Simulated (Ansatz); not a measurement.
# Structural relaxation of random alloy of the bcc W-Ti line, x = 0.125 (64 atoms), part 2 of 2

How does random alloy of the bcc W-Ti line, x = 0.125 (64 atoms) relax, and what do bonds and levels look like afterwards?

Ansatz 0.2.0; Kohn-Sham DFT, PBE, PAW (set soft_2), plane waves.

The cell: 56 W and 8 Ti. The host structure and its lattice constant were typed by rule, without a check against the phase diagram. Spin–orbit coupling is left out.

So far. Step 3 (Cell and atoms relaxed): The relaxation changed the energy by -12.5 meV/atom, and atoms moved by 0.034 Å r.m.s., 0.065 Å at most.

## Step 5: Single point at the relaxed geometry

One more single point at the end of the walk gives the fuller output and checks the residual forces.

input.yaml

```yaml
crystal:
  lattice:
    - [12.71465, 0.00081, -0.00197]
    - [0.00081, 12.71658, -0.00359]
    - [-0.00099, -0.0018, 6.36123]
  atoms:
    - { symbol: W, position: [0.00029, 0.99849, 0.00092] }
    - { symbol: W, position: [0.12482, 0.12588, 0.24932] }
    - { symbol: W, position: [0.9998, 0.99948, 0.50023] }
    - { symbol: Ti, position: [0.12505, 0.12433, 0.75091] }
    [... 54 atom lines left out ...]
    - { symbol: W, position: [0.75024, 0.50069, 0.49998] }
    - { symbol: W, position: [0.87441, 0.62449, 0.74956] }
    - { symbol: W, position: [0.75084, 0.75017, 4.0e-05] }
    - { symbol: W, position: [0.8753, 0.87578, 0.2505] }
    - { symbol: W, position: [0.75009, 0.75014, 0.49999] }
    - { symbol: W, position: [0.8742, 0.87578, 0.74984] }
kpoints:
  mp_grid: { grid: [2, 2, 3] }
hamiltonian:
  xc: pbe
scf:
  occupations: { method: fermi_dirac, width: 0.1 }
output:
  forces: true
  stress: true
  populations: true
  dos:
    method: { smearing: { sigma: 0.08 } }
    de: 0.05
    projected: { site_lists: { Ti: [Ti], W: [W] } }
  eigenvalues: true
  write_density: true
  write_potential: true
  volumetric_format: npy
```

The run is started by

```
> ansatz run input.yaml --threads 6 --pin off --max-ram 102400MiB --backend cuda --events-out ev --progress --plain --runs-dir out
```

Output:

```text
[...]
GPU FFT provider: cuFFT
GPU libraries: cuBLAS 13.8.2, cuFFT 12.4.0, cuSOLVER 12.3.4
Crystal: 64 atoms, lattice volume = 1028.527 Å³
Basis set: ecut = 420 eV, 20069 PW (Γ), exchange–correlation on 180×180×90 points (8 copies of the dense FFT grid, shifted against one another)
Bands: 528, of which v1, the nominal top of the filled ones, is band 440 counted from 1 (439 counted from 0)
Symmetry: 1 space group operations
[...]
k-points: 8 of 12 (time reversal used)
[...]
GPU buffer pool allocated for 364500 grid points (all kernels)
[...]
SCF iter   1: F=—  HF=-601552.364176 eV  |F-HF|=—  |Δ(HF+E_count)|=         —  Δρ=4.96e-3  dr2=4.07e0  ethr=1.77e-3  ⟨swp⟩=4.1  Hψ=15278  notcnv=0
[...]
SCF iter   7: F=-601552.202735 eV  HF=-601552.202735 eV  |F-HF|=5.38e-8  |Δ(HF+E_count)|=   5.38e-8  Δρ=1.20e-6  dr2=5.94e-8  ethr=1.14e-11  ⟨swp⟩=14.2  Hψ=27717  notcnv=0
SCF 1 converged in 7 iterations: F = -601552.202735 eV  dr2 = 5.94e-8
[...]
SCF converged after 7 iterations
Free energy (F): -601552.202735 eV
[...]
Internal energy: -601551.286844 eV  (E = F + TS)
E sigma→0 (E₀):  -601551.744789 eV
Entropy (-TS):   -0.915891 eV (-14.311 meV/atom)
Fermi energy:    20.927697 eV
[...]
--- Forces (eV/Å), atoms counted from 1 ---
  atom   1  W      0.00200337    -0.00026010     0.00207351
  atom   2  W     -0.00156132     0.00341784     0.00128184
  atom   3  W     -0.00123828     0.00021842     0.00020839
  atom   4  Ti     0.00057713     0.00740932    -0.00094042
  atom   5  W      0.00064110    -0.00409724    -0.00173962
  atom   6  Ti     0.01006366    -0.00051176     0.00097536
  atom   7  W      0.00197698     0.00222330     0.00216479
  atom   8  W     -0.00727957    -0.00265069    -0.00358098
  atom   9  W      0.00430872     0.00243619     0.00457618
  atom  10  W     -0.00506123    -0.00186577    -0.00363397
  atom  11  W      0.00093132    -0.00014527     0.00207810
  atom  12  W      0.00241648     0.00136974    -0.00020792
  atom  13  Ti    -0.00015767    -0.00150034    -0.00053426
  atom  14  W      0.00269437    -0.00107650    -0.00252881
[...]
atom  63  W     -0.00139140     0.00365889    -0.00164632
  atom  64  W     -0.00102511    -0.00119514    -0.00076508
  max |Σ_I F_I| component: 2.76e-5 eV/Å
--- Stress (GPa, compression-positive) ---
        0.007107       0.001403       0.003684
        0.001403      -0.006311      -0.002950
        0.003684      -0.002950       0.009918
  P = ⅓ Tr σ = 0.0036 GPa (0.036 kbar)
--- Band table (eV; the first three rows and the last of 8) ---
[...]
--- Löwdin populations: 64 sites ---
  site symbol       q [e]
     0      W     13.8754
     1      W     13.9048
     2      W     13.8888
[...]
63      W     13.8776
  spilling = 0.009590 (of n_electrons = 880.000000)
```

It took 12 s on 1 × NVIDIA H100 80GB HBM3 with 6 threads of AMD EPYC 7R13 (Zen 3), shared host; peak memory 2.5 GiB; 18 s of CPU time.

That memory is the host's; the program planned up to 20.5 GiB on the GPU.

Read from the output:

```
free energy                             : -601552.2027 eV
free energy per atom                    : -9399.2532 eV/atom
SCF cycles                              : 7
pressure                                : 0.003571 GPa
r.m.s. force component                  : 0.00291 eV/Å
longest force                           : 0.01012 eV/Å
Fermi energy                            : 20.93 eV
levels partly filled by over 2 per cent : 102
spilling of the projection              : 0.00959
```

States in the cell by windows of 0.5 eV, zero at the Fermi level; the larger projections on atomic orbitals stand beside the total:

| from (eV) | to (eV) | total | W d | W s | Ti d |
| --- | --- | --- | --- | --- | --- |
| -10 | -9 | 0.0 | 0.0 | 0.0 | 0.0 |
| -9 | -8.5 | 0.7 | 0.0 | 0.6 | 0.0 |
| -8.5 | -8 | 1.5 | 0.0 | 1.4 | 0.0 |
| -8 | -7.5 | 2.2 | 0.1 | 1.9 | 0.0 |
| -7.5 | -7 | 3.0 | 0.2 | 2.5 | 0.0 |
| -7 | -6.5 | 4.0 | 0.4 | 3.2 | 0.0 |
| -6.5 | -6 | 5.3 | 1.0 | 3.8 | 0.0 |
| -6 | -5.5 | 12.1 | 4.9 | 6.2 | 0.2 |
| -5.5 | -5 | 15.9 | 10.3 | 4.7 | 0.3 |
| -5 | -4.5 | 25.5 | 17.9 | 6.0 | 0.6 |
| -4.5 | -4 | 28.1 | 21.8 | 4.1 | 0.9 |
| -4 | -3.5 | 27.9 | 23.0 | 2.1 | 1.3 |
| -3.5 | -3 | 22.2 | 19.3 | 0.9 | 1.1 |
| -3 | -2.5 | 43.8 | 40.7 | 0.7 | 1.3 |
| -2.5 | -2 | 42.3 | 37.5 | 1.1 | 2.4 |
| -2 | -1.5 | 41.2 | 34.7 | 2.1 | 2.4 |
| -1.5 | -1 | 42.9 | 32.9 | 3.2 | 3.8 |
| -1 | -0.5 | 29.3 | 20.2 | 1.8 | 4.9 |
| -0.5 | 0 | 21.1 | 12.8 | 1.6 | 4.5 |
| 0 | 0.5 | 8.9 | 5.6 | 0.4 | 1.5 |
| 0.5 | 1 | 21.7 | 17.0 | 0.5 | 3.0 |
| 1 | 1.5 | 21.7 | 16.5 | 0.4 | 3.4 |
| 1.5 | 2 | 33.1 | 26.9 | 0.5 | 4.8 |

The levels nearest the highest filled one (over half full), pooled over k-points and spins:

| level less the highest filled one (eV) | occupation |
| --- | --- |
| -0.0427 | 1.24 |
| -0.0418 | 1.24 |
| -0.0397 | 1.23 |
| -0.032 | 1.19 |
| -0.0165 | 1.11 |
| 0 | 1.03 |
| 0.0218 | 0.924 |
| 0.0265 | 0.9 |
| 0.0364 | 0.852 |
| 0.0434 | 0.818 |
| 0.0474 | 0.799 |
| 0.0591 | 0.743 |

Valence density in the ab plane at fractional z = 0.000, with atoms of W and Ti within 0.2 Å of it. It is the smooth field of the valence electrons, not physical close to the nuclei.

Ten even steps from '0' (0.22 × 1e0 e/Å³) to '9' (9.07 × 1e0 e/Å³), each cell a mean:
```
541000024531000024431000024541000024
100000000100000000100000000100000001
000000000000000000000000000000000000
000000000000000000000000000000000000
210000002210000002210000002210000002
951000035541000025441000025441000028
740000024531000024531000024541000016
000000001100000000100000000100000000
000000000000000000000000000000000000
000000000000000000000000000000000000
210000001210000012210000012210000012
441000028961000035441000035441000035
431000015740000024531000024531000024
100000000000000001100000000100000000
000000000000000000000000000000000000
000000000000000000000000000000000000
210000012210000012210000002210000012
441000035441000035441000035441000035
531000024431000024431000024431000024
100000000100000000100000000100000001
000000000000000000000000000000000000
000000000000000000000000000000000000
210000002210000012210000002210000002
441000035441000035441000025441000025
```
Columns run along a (12.7 Å), rows up along b (12.7 Å). Atoms in or near the plane, at fractional coordinates: W at (0.00, 0.00), W at (0.00, 0.25), W at (0.00, 0.50), Ti at (0.00, 0.75), W at (0.25, 0.00), W at (0.25, 0.25), Ti at (0.25, 0.50), W at (0.25, 0.75), W at (0.50, 0.00), W at (0.50, 0.25), W at (0.50, 0.50), W at (0.50, 0.75), W at (0.75, 0.00), W at (0.75, 0.25) and more.

Electrostatic potential energy in the ab plane at fractional z = 0.000, with atoms of W and Ti within 0.2 Å of it. With pseudopotentials it is smooth inside the atoms' cores, unlike the true potential.

Values in eV, 13 rows by 16 columns, each cell a mean:
```
-21  14  19 -12 -20  15  19 -11 -19  15  19 -12 -20  14  19 -13
 20  22  22  20  20  22  22  20  20  22  22  20  19  22  22  21
 -3  18  19  -9 -16  16  20  -9 -17  15  19  -9 -18  15  21   2
-11  15  18 -24 -32  12  18 -23 -32  11  18 -22 -33  11  20  -6
 19  22  22  18  16  22  22  18  16  21  22  18  16  21  22  20
 -4  18  21  10   6  20  21   2  -2  18  20   2  -3  18  21   2
-39   9  19  -9 -14  14  17 -30 -38  10  17 -30 -39  10  17 -28
  9  21  22  15  13  21  21  11   8  20  21  11   8  20  21  12
 10  21  22  13   9  20  21  13   9  20  21  12   9  20  21  13
-38  10  17 -28 -39   9  17 -29 -39  10  17 -29 -39  10  17 -29
 -5  18  21   2  -4  18  21   1  -5  18  21   1  -5  18  20   0
 18  22  22  19  18  22  22  19  17  22  22  19  18  21  22  19
-30  12  18 -21 -30  12  18 -22 -31  12  18 -21 -31  12  18 -20
```
Columns run along a (12.7 Å; values clipped at the 3rd and 97th percentile), rows up along b (12.7 Å). Atoms in or near the plane, at fractional coordinates: W at (0.00, 0.00), W at (0.00, 0.25), W at (0.00, 0.50), Ti at (0.00, 0.75), W at (0.25, 0.00), W at (0.25, 0.25), Ti at (0.25, 0.50), W at (0.25, 0.75), W at (0.50, 0.00), W at (0.50, 0.25), W at (0.50, 0.50), W at (0.50, 0.75), W at (0.75, 0.00), W at (0.75, 0.25) and more.

Within 0.4 eV of the Fermi level the largest share is W d (68 % of the projected weight).

A closer look about W35, picked at random: 9 atoms, nearest first, numbered in the order of the input, with positions taken from that point.

| atom | x | y | z | distance (Å) |
| --- | --- | --- | --- | --- |
| W35 | 0.00 | 0.00 | 0.00 | 0.00 |
| W18 | -1.58 | 1.57 | -1.59 | 2.74 |
| W46 | 1.57 | -1.58 | -1.59 | 2.74 |
| W36 | 1.58 | 1.58 | 1.59 | 2.74 |
| Ti34 | 1.59 | 1.59 | -1.59 | 2.75 |
| W48 | 1.58 | -1.59 | 1.59 | 2.75 |
| W32 | -1.59 | -1.58 | 1.60 | 2.75 |
| Ti30 | -1.59 | -1.58 | -1.59 | 2.75 |
| W20 | -1.60 | 1.58 | 1.60 | 2.76 |

## Step 6: K-mesh 2×2×5

Large cells are often run on few k-points; this run checks whether the reference had enough.

input.yaml: that of step 5 with these lines changed.

```diff
@@ -8,3 +8,3 @@
 kpoints:
-  mp_grid: { grid: [2, 2, 3] }
+  mp_grid: { grid: [2, 2, 5] }
 hamiltonian:
@@ -22,4 +22 @@
   eigenvalues: true
-  write_density: true
-  write_potential: true
-  volumetric_format: npy
```

Output:

```text
[...]
GPU FFT provider: cuFFT
GPU libraries: cuBLAS 13.8.2, cuFFT 12.4.0, cuSOLVER 12.3.4
Crystal: 64 atoms, lattice volume = 1028.527 Å³
Basis set: ecut = 420 eV, 20069 PW (Γ), exchange–correlation on 180×180×90 points (8 copies of the dense FFT grid, shifted against one another)
Bands: 528, of which v1, the nominal top of the filled ones, is band 440 counted from 1 (439 counted from 0)
Symmetry: 1 space group operations
[...]
k-points: 12 of 20 (time reversal used)
[...]
GPU buffer pool allocated for 364500 grid points (all kernels)
[...]
SCF iter   1: F=—  HF=-601552.073211 eV  |F-HF|=—  |Δ(HF+E_count)|=         —  Δρ=4.90e-3  dr2=3.96e0  ethr=1.77e-3  ⟨swp⟩=4.1  Hψ=22968  notcnv=0  defer=6
[...]
SCF iter   6: F=—  HF=-601551.916316 eV  |F-HF|=—  |Δ(HF+E_count)|=   5.93e-3  Δρ=6.49e-6  dr2=8.20e-7  ethr=2.02e-9  ⟨swp⟩=2.1  Hψ=10721  notcnv=0  defer=1
SCF iter   7: F=-601551.916316 eV  HF=-601551.916316 eV  |F-HF|=5.16e-8  |Δ(HF+E_count)|=   3.68e-8  Δρ=1.15e-6  dr2=5.70e-8  ethr=1.14e-11  ⟨swp⟩=8.8  Hψ=22773  notcnv=0
SCF 1 converged in 7 iterations: F = -601551.916316 eV  dr2 = 5.70e-8
[...]
SCF converged after 7 iterations
Free energy (F): -601551.916316 eV
[...]
Internal energy: -601550.958370 eV  (E = F + TS)
E sigma→0 (E₀):  -601551.437343 eV
Entropy (-TS):   -0.957946 eV (-14.968 meV/atom)
Fermi energy:    20.957337 eV
[...]
Σ components = -601551.916316   (vs F -601551.916316, Δ=0.00e0)
--- Forces (eV/Å), atoms counted from 1 ---
  atom   1  W     -0.00332825    -0.01286623     0.01502628
  atom   2  W      0.00866644    -0.00157560    -0.01676480
  atom   3  W     -0.01162691    -0.00224847    -0.00330195
  atom   4  Ti    -0.00108357    -0.01212496     0.01150298
[...]
atom  64  W     -0.00430522     0.00678144    -0.01172765
  max |Σ_I F_I| component: 2.16e-5 eV/Å
--- Stress (GPa, compression-positive) ---
        0.487233       0.010857      -0.001384
        0.010857       0.380910      -0.004532
       -0.001384      -0.004532      -0.306439
  P = ⅓ Tr σ = 0.1872 GPa (1.872 kbar)
--- Band table (eV; the first three rows and the last of 12) ---
[...]
--- Löwdin populations: 64 sites ---
  site symbol       q [e]
     0      W     13.8719
     1      W     13.9040
     2      W     13.8847
[...]
63      W     13.8740
  spilling = 0.009832 (of n_electrons = 880.000000)
```

Run time: 12 s. Hardware: 1 × NVIDIA H100 80GB HBM3 with 6 threads; peak memory 2.6 GiB; 28 s of CPU time.

That memory is the host's; the program planned up to 30.1 GiB on the GPU.

Geometry and reference: those of the single point at the relaxed geometry.

Forces differ from those of the single point at the relaxed geometry by 9.8 meV/Å r.m.s.; the energy by +4.5 meV/atom and the pressure by +0.18 GPa.

## Step 7: Functional r2SCAN (500 eV)

The meta-GGA r2SCAN uses the kinetic energy density as well as the density and its gradient. Besides, the cutoff goes from 420 to 500 eV.

This step: Kohn-Sham DFT, r2SCAN, PAW (set soft_2), plane waves (Ansatz 0.2.0).

input.yaml: that of step 6 with these lines changed.

```diff
@@ -8,5 +8,5 @@
 kpoints:
-  mp_grid: { grid: [2, 2, 5] }
+  mp_grid: { grid: [2, 2, 3] }
 hamiltonian:
-  xc: pbe
+  xc: r2scan
 scf:
```

Output:

```text
[...]
GPU FFT provider: cuFFT
GPU libraries: cuBLAS 13.8.2, cuFFT 12.4.0, cuSOLVER 12.3.4
Crystal: 64 atoms, lattice volume = 1028.527 Å³
Basis set: ecut = 500 eV, 26171 PW (Γ), exchange–correlation on 384×384×192 points (64 copies of the dense FFT grid, shifted against one another)
Bands: 528, of which v1, the nominal top of the filled ones, is band 440 counted from 1 (439 counted from 0)
Symmetry: 1 space group operations
[...]
k-points: 8 of 12 (time reversal used)
[...]
GPU buffer pool allocated for 442368 grid points (all kernels)
GPU transforms: local potential: pruned to the plane-wave sphere, on 96×96×45; band sums: pruned to the plane-wave sphere, on 96×96×48
[...]
SCF iter   1: F=—  HF=-602287.453174 eV  |F-HF|=—  |Δ(HF+E_count)|=         —  Δρ=1.44e-2  dr2=5.42e0  dr2_τ=2.93e0  ethr=1.77e-3  ⟨swp⟩=4.5  Hψ=15479  notcnv=0  defer=13
[...]
SCF iter  11: F=—  HF=-602288.032336 eV  |F-HF|=—  |Δ(HF+E_count)|=   2.34e-8  Δρ=3.97e-6  dr2=3.41e-7  dr2_τ=1.83e-8  ethr=1.14e-10  ⟨swp⟩=2.0  Hψ=5819  notcnv=0  defer=48
SCF iter  12: F=-602288.032336 eV  HF=-602288.032336 eV  |F-HF|=2.07e-8  |Δ(HF+E_count)|=   2.75e-8  Δρ=1.17e-6  dr2=2.64e-8  dr2_τ=3.99e-9  ethr=1.14e-11  ⟨swp⟩=9.1  Hψ=14107  notcnv=0
SCF 1 converged in 12 iterations: F = -602288.032336 eV  dr2 = 2.64e-8
[...]
SCF converged after 12 iterations
Free energy (F): -602288.032336 eV
[...]
Internal energy: -602287.119487 eV  (E = F + TS)
E sigma→0 (E₀):  -602287.575912 eV
Entropy (-TS):   -0.912850 eV (-14.263 meV/atom)
Fermi energy:    20.753286 eV
[...]
Σ components = -602288.032336   (vs F -602288.032336, Δ=0.00e0)
--- Forces (eV/Å), atoms counted from 1 ---
  atom   1  W     -0.04279224    -0.08065187     0.04278484
  atom   2  W     -0.05934523    -0.02380971    -0.05120681
  atom   3  W     -0.04846012    -0.05261164    -0.03275599
  atom   4  Ti    -0.01835250    -0.02251925     0.02121619
[...]
atom  64  W     -0.07529376     0.07389871    -0.04670782
  max |Σ_I F_I| component: 7.01e-5 eV/Å
--- Stress (GPa, compression-positive) ---
       -3.905344       0.007238      -0.004604
        0.007238      -3.832274      -0.016172
       -0.004604      -0.016172      -4.194428
  P = ⅓ Tr σ = -3.9773 GPa (-39.773 kbar)
--- Band table (eV; the first three rows and the last of 8) ---
[...]
--- Löwdin populations: 64 sites ---
  site symbol       q [e]
     0      W     13.8674
     1      W     13.8988
     2      W     13.8808
[...]
63      W     13.8699
  spilling = 0.010459 (of n_electrons = 880.000000)
```

Wall time 14 s (1 × NVIDIA H100 80GB HBM3 with 6 threads); peak memory 3 GiB; 24 s of CPU time.

That memory is the host's; the program planned up to 22.3 GiB on the GPU.

Geometry and reference: those of the single point at the relaxed geometry.

Forces differ from those of the single point at the relaxed geometry by 45 meV/Å r.m.s.; the pressure by -4.0 GPa.

## Step 8: Functional PBEsol

PBEsol restores the gradient expansion of exchange for slowly varying densities and usually gives shorter bonds in solids than PBE.

This step: Kohn-Sham DFT, PBEsol, PAW (set soft_2), plane waves (Ansatz 0.2.0).

input.yaml: that of step 7 with these lines changed.

```diff
@@ -10,3 +10,3 @@
 hamiltonian:
-  xc: r2scan
+  xc: pbesol
 scf:
```

Output:

```text
[...]
GPU FFT provider: cuFFT
GPU libraries: cuBLAS 13.8.2, cuFFT 12.4.0, cuSOLVER 12.3.4
Crystal: 64 atoms, lattice volume = 1028.527 Å³
Basis set: ecut = 420 eV, 20069 PW (Γ), exchange–correlation on 180×180×90 points (8 copies of the dense FFT grid, shifted against one another)
Bands: 528, of which v1, the nominal top of the filled ones, is band 440 counted from 1 (439 counted from 0)
Symmetry: 1 space group operations
[...]
k-points: 8 of 12 (time reversal used)
[...]
GPU buffer pool allocated for 364500 grid points (all kernels)
[...]
SCF iter   1: F=—  HF=-594163.452285 eV  |F-HF|=—  |Δ(HF+E_count)|=         —  Δρ=5.93e-3  dr2=3.44e0  ethr=1.77e-3  ⟨swp⟩=4.2  Hψ=15344  notcnv=0
[...]
SCF iter   6: F=—  HF=-594163.287416 eV  |F-HF|=—  |Δ(HF+E_count)|=   5.95e-3  Δρ=6.10e-6  dr2=1.52e-6  ethr=2.01e-9  ⟨swp⟩=2.0  Hψ=6005  notcnv=0  defer=4
SCF iter   7: F=-594163.287416 eV  HF=-594163.287416 eV  |F-HF|=5.89e-8  |Δ(HF+E_count)|=   1.03e-7  Δρ=1.39e-6  dr2=6.29e-8  ethr=1.14e-11  ⟨swp⟩=8.1  Hψ=15528  notcnv=0
SCF 1 converged in 7 iterations: F = -594163.287416 eV  dr2 = 6.29e-8
[...]
SCF converged after 7 iterations
Free energy (F): -594163.287416 eV
[...]
Internal energy: -594162.376745 eV  (E = F + TS)
E sigma→0 (E₀):  -594162.832080 eV
Entropy (-TS):   -0.910671 eV (-14.229 meV/atom)
Fermi energy:    20.759138 eV
[...]
Σ components = -594163.287416   (vs F -594163.287416, Δ=0.00e0)
--- Forces (eV/Å), atoms counted from 1 ---
  atom   1  W     -0.01437078    -0.02253212     0.02330532
  atom   2  W     -0.02610280    -0.02908745    -0.02440120
  atom   3  W     -0.02719996    -0.03039722    -0.01915025
  atom   4  Ti    -0.01740780    -0.01639562     0.01795598
[...]
atom  64  W     -0.03204738     0.03076080    -0.02185771
  max |Σ_I F_I| component: 2.87e-5 eV/Å
--- Stress (GPa, compression-positive) ---
       -8.110968      -0.003021       0.005002
       -0.003021      -8.130962       0.000100
        0.005002       0.000100      -8.086665
  P = ⅓ Tr σ = -8.1095 GPa (-81.095 kbar)
--- Band table (eV; the first three rows and the last of 8) ---
[...]
--- Löwdin populations: 64 sites ---
  site symbol       q [e]
     0      W     13.8773
     1      W     13.9067
     2      W     13.8905
[...]
63      W     13.8793
  spilling = 0.009498 (of n_electrons = 880.000000)
```

Run time: 7.9 s. Hardware: 1 × NVIDIA H100 80GB HBM3 with 6 threads; peak memory 2.5 GiB.

That memory is the host's; the program planned up to 20.5 GiB on the GPU.

Geometry and reference: those of the single point at the relaxed geometry.

Forces differ from those of the single point at the relaxed geometry by 21 meV/Å r.m.s.; the pressure by -8.1 GPa.

## Step 9: What each setting buys

Differences are against the single point at the relaxed geometry (Kohn-Sham DFT, PBE, PAW (set soft_2), plane waves), whose r.m.s. force component is 0.00291 eV/Å. Energies are set beside the reference only for runs with its functional, potentials and electron count. Times are for 1 × NVIDIA H100 80GB HBM3 with 6 threads of AMD EPYC 7R13 (Zen 3), shared host. The reference's time includes grids, which some other runs skip.

| run | Δ force, r.m.s. (meV/Å) | Δ energy (meV/atom) | Δ pressure (GPa) | cycles | time | host memory (GiB) | planned on the GPU (GiB) |
| --- | --- | --- | --- | --- | --- | --- | --- |
| reference | - | - | - | 7 | 12 s | 2.5 | 20 |
| k-mesh 2×2×5 | 9.81 | 4.48 | 0.184 | 7 | 12 s | 2.6 | 30 |
| functional r2SCAN (500 eV) | 44.8 | - | -3.98 | 12 | 14 s | 3.0 | 22 |
| functional PBEsol | 21.4 | - | -8.11 | 7 | 7.9 s | 2.5 | 20 |

## Step 10: Outcome

```yaml
energy_change_in_the_relaxation: -12.53 meV/atom
r_m_s_displacement: 0.034 Å
largest_displacement: 0.065 Å
free_energy_per_atom: -9399.2532 eV/atom
density: 17.24 g/cm³
pressure: 0.003571 GPa
r_m_s_force_component: 0.00291 eV/Å
wall_time_of_the_6_dft_runs: 77 s
```

**Reading.** Relaxation lowers the energy by 12.5 meV/atom and moves atoms by 0.034 Å r.m.s.; the r.m.s. force component goes from 0.37 to 0.0029 eV/Å. Displacements are taken in the final cell, so they leave out its strain. The cell shrank by 1.3 % in volume. From the first step to the last the energy fell by 0.802 eV, across changes of basis, and the largest move was 0.06 Å (W57). 102 levels are partly filled, by over 2 % (on the run's k-points), as in a metal.

Among the changes of functional, dispersion, potentials or spin, functional r2SCAN (500 eV) moves the forces most, by 45 meV/Å r.m.s.

[Long decimals in the printed logs are rounded to 6 places.]

[Logs are printed without paths, hosts, clocks, repeated set-up lines and the standing remarks that a program may print on its own settings, such as how far it seeks lower states.]

[Hosts, paths, dates, database ids (printed as entryN), source tags and the programs' standing remarks are cut or masked in the printed files.]

[A walk said to have stopped at its limit may instead have ended on an SCF cycle that didn't converge.]
